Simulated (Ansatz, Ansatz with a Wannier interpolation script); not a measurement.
Rows from a G0W0 calculation on YVO4 (I4_1/amd) (Ansatz 0.2.0; G0W0 on LDA, plane waves, PAW; PAW set soft_1; 4×4×4 mesh, 659 empty bands, screening to 150 eV, PAW set soft_1 files), in eV. Spin-orbit coupling is left out.

```
row      Σx     Σc     Vxc     Z
  A  -25.29   4.28  -20.45  0.74
  B  -25.52   4.32  -20.63  0.73
  C  -16.48  -6.62  -24.97  0.73
  D  -16.50  -6.23  -24.55  0.73
  E  -16.70  -5.92  -24.39  0.73
  F  -14.59  -5.96  -22.26  0.75
```

Q: Which rows are filled states and which are empty ones, and how can one tell?

Filled: A and B. Empty: C, D, E and F. The sign of Σc tells: for a filled state bare exchange, which holds its interaction with itself, lies below Vxc (Σx − Vxc is -4.8 eV or lower here) and screening gives part back as a positive Σc. For an empty state Σx lies above Vxc (+7.7 eV or more) and the Coulomb hole leaves Σc negative.

[Paths, hosts, dates, memory and timing lines, banners, echoed tables and standing remarks are left out of the program output.]

[Logs are printed without paths, hosts, clocks, repeated set-up lines and the standing remarks that a program may print on its own settings, such as how far it seeks lower states.]

[Runs of the session that timed out or met a known fault of the program may be left out.]

[Hosts, paths, dates, database ids (printed as entryN), source tags and the programs' standing remarks are cut or masked in the printed files.]
